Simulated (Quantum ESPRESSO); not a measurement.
# Magnetic state of Cobalt from several starts

Aim: find out which collinear order of Cobalt costs least.

Calculated with Quantum ESPRESSO 7.5; PBE; plane waves with GBRV 1.5 PBE potentials, no spin-orbit coupling.

This is a report of a sequence of runs, with most program output left out.

## (1) Set-up

It takes space group P6_3/mmc (No. 194, hexagonal). The conventional cell has a = 2.507 Å, b = 2.507 Å, c = 4.070 Å, α = 90.00°, β = 90.00°, γ = 120.00°. Nearest to Co lie 12 Co at 2.50 to 2.51 Å.

The cell comes from the Crystallography Open Database.

## (2) Run 1, typed as ferro ++

The signs are those of the starting moments on the seeded atoms, the atoms that are given a moment.

Contents of pw.in:

```
&CONTROL
  calculation = 'scf'
  prefix = 'pwscf'
  outdir = './tmp'
  pseudo_dir = './pseudo'
  disk_io = 'nowf'
/
&SYSTEM
  ibrav = 0
  celldm(1) = 8
  nat = 2
  ntyp = 1
  ecutwfc = 40
  ecutrho = 280
  nbnd = 26
  occupations = 'smearing'
  smearing = 'fd'
  degauss = 0.00367493
  nspin = 2
  starting_magnetization(1) = 0.1176
/
&ELECTRONS
  conv_thr = 4d-09
  electron_maxstep = 150
  mixing_beta = 0.3
/
ATOMIC_SPECIES
Co     58.9332 co_pbe_v1.2.uspp.F.UPF
CELL_PARAMETERS alat
   0.5922874106108    0.0000000000000    0.0000000000000
  -0.2961437053054    0.5129359439191    0.0000000000000
   0.0000000000000    0.0000000000000    0.9613745443268
ATOMIC_POSITIONS crystal
Co      0.3333333333    0.6666666667    0.2500000000
Co      0.6666666667    0.3333333333    0.7500000000
K_POINTS automatic
14 14 8 0 0 0
```

Launch:

```bash
OMP_NUM_THREADS=1 mpirun -n 4 pw.x -nk 4 -in pw.in > pw.out
```

The job ended after 9.2 s (4 MPI ranks of Intel Xeon Platinum 8375C at 2.90GHz (Ice Lake), shared host; peak memory 0.32 GiB).

Spin moment in the atom's sphere by atom:

```
atom  spin moment in the atom's sphere (μB)
 Co1                                   1.77
 Co2                                   1.77
```

Read from the output:

* smearing term TS: 0.01655 eV
* magnetization: 3.37 μB
* absolute magnetization: 3.734 μB
* final state: ferromagnetic

Spin density in the ac plane at fractional y = 0.333, with atoms of Co within 0.2 Å of it.

Ten even steps from '_' (0.0 e/Å³) to '@' (6.8 e/Å³), each cell a mean:
```
____________________________
____________________________
__________________....______
______________..::--::..____
______________::++##++::..__
____________..::**@@##--..__
______________::++##++::..__
______________..::--::..____
__________________....______
____________________________
____________________________
____________________________
____________________________
____________________________
____________________________
____________________________
____________________________
____________________________
____________________________
____________________________
____________________________
____________________________
____________________________
____________________________
```
Columns run along a (2.5 Å), rows up along c (4.1 Å). Atoms in or near the plane, at fractional coordinates: Co at (0.67, 0.75).

Valence density in the ac plane at fractional y = 0.333, with atoms of Co within 0.2 Å of it. It is the smooth field of the valence electrons, not physical close to the nuclei.

Ten steps, logarithmic in the rise over the least value, from '0' (0 e/Å³) to '9' (49 e/Å³), each cell a mean:
```
00000000111100
00000012233210
00000123555421
00000135787642
10001247899753
10001257999853
10001247899753
00000135787642
00000123555421
00000012233210
00000000111100
00000000000000
00000000000000
00000000000000
01110000000000
11111000000000
12221100000000
12222100000001
12221100000000
11111000000000
01110000000000
00000000000000
00000000000000
00000000000000
```
Columns run along a (2.5 Å), rows up along c (4.1 Å). Atoms in or near the plane, at fractional coordinates: Co at (0.67, 0.75).

## (3) Start 2: antiferro +−

pw.in, as its differences from that of step 2:

```diff
@@ -11,6 +11,6 @@
   nat = 2
-  ntyp = 1
+  ntyp = 2
   ecutwfc = 40
   ecutrho = 280
-  nbnd = 26
+  nbnd = 24
   occupations = 'smearing'
@@ -20,2 +20,3 @@
   starting_magnetization(1) = 0.1176
+  starting_magnetization(2) = -0.1176
 /
@@ -27,3 +28,4 @@
 ATOMIC_SPECIES
-Co     58.9332 co_pbe_v1.2.uspp.F.UPF
+Co1    58.9332 co_pbe_v1.2.uspp.F.UPF
+Co2    58.9332 co_pbe_v1.2.uspp.F.UPF
 CELL_PARAMETERS alat
@@ -33,4 +35,4 @@
 ATOMIC_POSITIONS crystal
-Co      0.3333333333    0.6666666667    0.2500000000
-Co      0.6666666667    0.3333333333    0.7500000000
+Co1     0.3333333333    0.6666666667    0.2500000000
+Co2     0.6666666667    0.3333333333    0.7500000000
 K_POINTS automatic
```

Run time: 10 s. Hardware: 4 MPI ranks; peak memory 0.33 GiB; 41 s of CPU time.

Spin moment in the atom's sphere by atom:

```
atom  spin moment in the atom's sphere (μB)
 Co1                                   1.25
 Co2                                  -1.25
```

Read from the output:

- smearing term TS: 0.03922 eV
- magnetization: 0 μB
- absolute magnetization: 2.566 μB
- final state: antiferromagnetic

Spin density in the ac plane at fractional y = 0.333, with atoms of Co within 0.2 Å of it.

Ten even steps from '0' (-4.7 e/Å³) to '9' (0.1 e/Å³), each cell a mean:
```
99999999999999
99999999999999
99999999888999
99999998777899
99999987424689
99999986302689
99999987424689
99999998777899
99999999888999
99999999999999
99999999999999
99999999999999
99999999999999
99999999999999
99999999999999
99999999999999
99999999999999
99999999999999
99999999999999
99999999999999
99999999999999
99999999999999
99999999999999
99999999999999
```
Columns run along a (2.5 Å), rows up along c (4.1 Å). Atoms in or near the plane, at fractional coordinates: Co at (0.67, 0.75).

Valence density in the ac plane at fractional y = 0.333, with atoms of Co within 0.2 Å of it. It is the smooth field of the valence electrons, not physical close to the nuclei.

Ten steps, logarithmic in the rise over the least value, from '_' (0 e/Å³) to '@' (49 e/Å³), each cell a mean:
```
________________........____
____________..::::----::..__
__________..::--++++++==::..
__________..--++##%%##**==::
..______..::==##%%@@@@##++--
..______..::++##@@@@@@%%++--
..______..::==##%%@@@@##++--
__________..--++##%%##**==::
__________..::--++++++==::..
____________..::::----::..__
________________........____
____________________________
____________________________
____________________________
__......____________________
..........__________________
..::::::....______________..
..::::::::..______________..
..::::::....______________..
..........__________________
__......____________________
____________________________
____________________________
____________________________
```
Columns run along a (2.5 Å), rows up along c (4.1 Å). Atoms in or near the plane, at fractional coordinates: Co at (0.67, 0.75).

## (4) Run 3, typed as antiferro q=(0,1/2,0) +−+−

The cell is doubled to 4 atoms to hold this order. The wavevector q is in fractions of the reciprocal vectors of the crystal's primitive cell, as the cells of these inputs are built from it; moments change sign between cells as cos(2π q·R).

Contents of pw.in:

```
&CONTROL
  calculation = 'scf'
  prefix = 'pwscf'
  outdir = './tmp'
  pseudo_dir = './pseudo'
  disk_io = 'nowf'
/
&SYSTEM
  ibrav = 0
  celldm(1) = 8
  nat = 4
  ntyp = 2
  ecutwfc = 40
  ecutrho = 280
  nbnd = 44
  occupations = 'smearing'
  smearing = 'fd'
  degauss = 0.00367493
  nspin = 2
  starting_magnetization(1) = 0.1176
  starting_magnetization(2) = -0.1176
/
&ELECTRONS
  conv_thr = 8d-09
  electron_maxstep = 150
  mixing_beta = 0.3
/
ATOMIC_SPECIES
Co1    58.9332 co_pbe_v1.2.uspp.F.UPF
Co2    58.9332 co_pbe_v1.2.uspp.F.UPF
CELL_PARAMETERS alat
   0.5922874106108    0.0000000000000    0.0000000000000
  -0.5922874106108    1.0258718878382    0.0000000000000
   0.0000000000000    0.0000000000000    0.9613745443268
ATOMIC_POSITIONS crystal
Co1     0.3333333333    0.3333333334    0.2500000000
Co2     0.3333333333    0.8333333333    0.2500000000
Co1     0.6666666667    0.1666666666    0.7500000000
Co2     0.6666666667    0.6666666666    0.7500000000
K_POINTS automatic
14 7 8 0 0 0
```

Elapsed: 55 s, on 4 MPI ranks; peak memory 0.62 GiB.

Spin moment in the atom's sphere by atom:

```
atom  spin moment in the atom's sphere (μB)
 Co1                                   1.36
 Co2                                  -1.36
 Co3                                   1.36
 Co4                                  -1.36
```

Numbers from this step:

| Item | Value |
| --- | --- |
| smearing term TS | 0.06708 eV |
| magnetization | 0 μB |
| absolute magnetization | 5.588 μB |
| final state | antiferromagnetic |

## (5) Run 4 (antiferro q=(0,0,1/2) +−+−)

The cell is doubled to 4 atoms to hold this order.

Contents of pw.in:

```
&CONTROL
  calculation = 'scf'
  prefix = 'pwscf'
  outdir = './tmp'
  pseudo_dir = './pseudo'
  disk_io = 'nowf'
/
&SYSTEM
  ibrav = 0
  celldm(1) = 8
  nat = 4
  ntyp = 2
  ecutwfc = 40
  ecutrho = 280
  nbnd = 44
  occupations = 'smearing'
  smearing = 'fd'
  degauss = 0.00367493
  nspin = 2
  starting_magnetization(1) = 0.1176
  starting_magnetization(2) = -0.1176
/
&ELECTRONS
  conv_thr = 8d-09
  electron_maxstep = 150
  mixing_beta = 0.3
/
ATOMIC_SPECIES
Co1    58.9332 co_pbe_v1.2.uspp.F.UPF
Co2    58.9332 co_pbe_v1.2.uspp.F.UPF
CELL_PARAMETERS alat
   0.5922874106108    0.0000000000000    0.0000000000000
  -0.2961437053054    0.5129359439191    0.0000000000000
   0.0000000000000    0.0000000000000    1.9227490886536
ATOMIC_POSITIONS crystal
Co1     0.3333333333    0.6666666667    0.1250000000
Co2     0.3333333333    0.6666666667    0.6250000000
Co1     0.6666666667    0.3333333333    0.3750000000
Co2     0.6666666667    0.3333333333    0.8750000000
K_POINTS automatic
14 14 4 0 0 0
```

Wall time 30 s (4 MPI ranks); peak memory 0.49 GiB.

Read from the output:

```yaml
smearing_term_ts: 0.02996 eV
magnetization: 0 μB
absolute_magnetization: 6.704 μB
final_state: antiferromagnetic
largest_moment: 1.613 μB
```

## (6) Start 5: antiferro q=(0,1/2,0) +−−+

The cell is doubled to 4 atoms to hold this order.

Contents of pw.in:

```
&CONTROL
  calculation = 'scf'
  prefix = 'pwscf'
  outdir = './tmp'
  pseudo_dir = './pseudo'
  disk_io = 'nowf'
/
&SYSTEM
  ibrav = 0
  celldm(1) = 8
  nat = 4
  ntyp = 2
  ecutwfc = 40
  ecutrho = 280
  nbnd = 44
  occupations = 'smearing'
  smearing = 'fd'
  degauss = 0.00367493
  nspin = 2
  starting_magnetization(1) = 0.1176
  starting_magnetization(2) = -0.1176
/
&ELECTRONS
  conv_thr = 8d-09
  electron_maxstep = 150
  mixing_beta = 0.3
/
ATOMIC_SPECIES
Co1    58.9332 co_pbe_v1.2.uspp.F.UPF
Co2    58.9332 co_pbe_v1.2.uspp.F.UPF
CELL_PARAMETERS alat
   0.5922874106108    0.0000000000000    0.0000000000000
  -0.5922874106108    1.0258718878382    0.0000000000000
   0.0000000000000    0.0000000000000    0.9613745443268
ATOMIC_POSITIONS crystal
Co1     0.3333333333    0.3333333334    0.2500000000
Co2     0.3333333333    0.8333333333    0.2500000000
Co2     0.6666666667    0.1666666666    0.7500000000
Co1     0.6666666667    0.6666666666    0.7500000000
K_POINTS automatic
14 7 8 0 0 0
```

It took 84 s on 4 MPI ranks; peak memory 0.62 GiB.

Read from the output:

- smearing term TS: 0.08665 eV
- magnetization: 0 μB
- absolute magnetization: 4.636 μB
- final state: antiferromagnetic
- largest moment: 1.135 μB

## (7) Start 6: no spin polarisation

Contents of pw.in:

```
&CONTROL
  calculation = 'scf'
  prefix = 'pwscf'
  outdir = './tmp'
  pseudo_dir = './pseudo'
  disk_io = 'nowf'
/
&SYSTEM
  ibrav = 0
  celldm(1) = 8
  nat = 2
  ntyp = 1
  ecutwfc = 40
  ecutrho = 280
  nbnd = 24
  occupations = 'smearing'
  smearing = 'fd'
  degauss = 0.00367493
/
&ELECTRONS
  conv_thr = 4d-09
  electron_maxstep = 150
  mixing_beta = 0.3
/
ATOMIC_SPECIES
Co     58.9332 co_pbe_v1.2.uspp.F.UPF
CELL_PARAMETERS alat
   0.5922874106108    0.0000000000000    0.0000000000000
  -0.2961437053054    0.5129359439191    0.0000000000000
   0.0000000000000    0.0000000000000    0.9613745443268
ATOMIC_POSITIONS crystal
Co      0.3333333333    0.6666666667    0.2500000000
Co      0.6666666667    0.3333333333    0.7500000000
K_POINTS automatic
14 14 8 0 0 0
```

Wall time 5.3 s (4 MPI ranks); peak memory 0.28 GiB.

Read from the output:

```yaml
smearing_term_ts: 0.05216 eV
final_state: non-magnetic (no spin polarisation)
```

## (8) Ranking

An order is kept where moments of 0.15 μB or more survive with the typed signs; meshes match where a doubled cell samples the same k points as the first cell.

Orders:

```
                     start        final state  typed order kept  energy over the lowest (meV a seeded atom)  largest site moment (μB)  net moment (μB a cell of the first run)  mesh matched  CPU time (s)
                  ferro ++      ferromagnetic               yes                                           0                     1.768                                     3.37           yes         35.99
              antiferro +-  antiferromagnetic               yes                                       258.3                     1.251                                  5.95e-4           yes         40.88
antiferro q=(0,1/2,0) +-+-  antiferromagnetic               yes                                       222.2                     1.358                                        0           yes         221.1
antiferro q=(0,0,1/2) +-+-  antiferromagnetic               yes                                         129                     1.613                                        0           yes         120.7
antiferro q=(0,1/2,0) +--+  antiferromagnetic               yes                                       276.5                     1.135                                        0           yes         335.7
      no spin polarisation       non-magnetic                 -                                       291.7                         0                                        0           yes         20.65
```

## (9) Results

| Item | Value |
| --- | --- |
| lowest state found | ferromagnetic (from ferro ++) |
| largest site moment | 1.77 μB |
| next state with moments | antiferromagnetic, 129 meV a seeded atom higher |
| state without moments | 292 meV a seeded atom higher |

What this shows: Only these 6 starts were compared; other wavevectors, canted and longer-period orders were not.

[Logs and program files are shortened in this print: banners, set-up blocks, solver, clock and traceback lines can be left out without a mark of their own.]

[Logs are printed without paths, hosts, clocks, repeated set-up lines and the standing remarks that a program may print on its own settings, such as how far it seeks lower states.]

[Hosts, paths, dates, database ids (printed as entryN), source tags and the programs' standing remarks are cut or masked in the printed files.]

[Where a cell is said to come from a database of computed structures, the database is the Materials Project.]
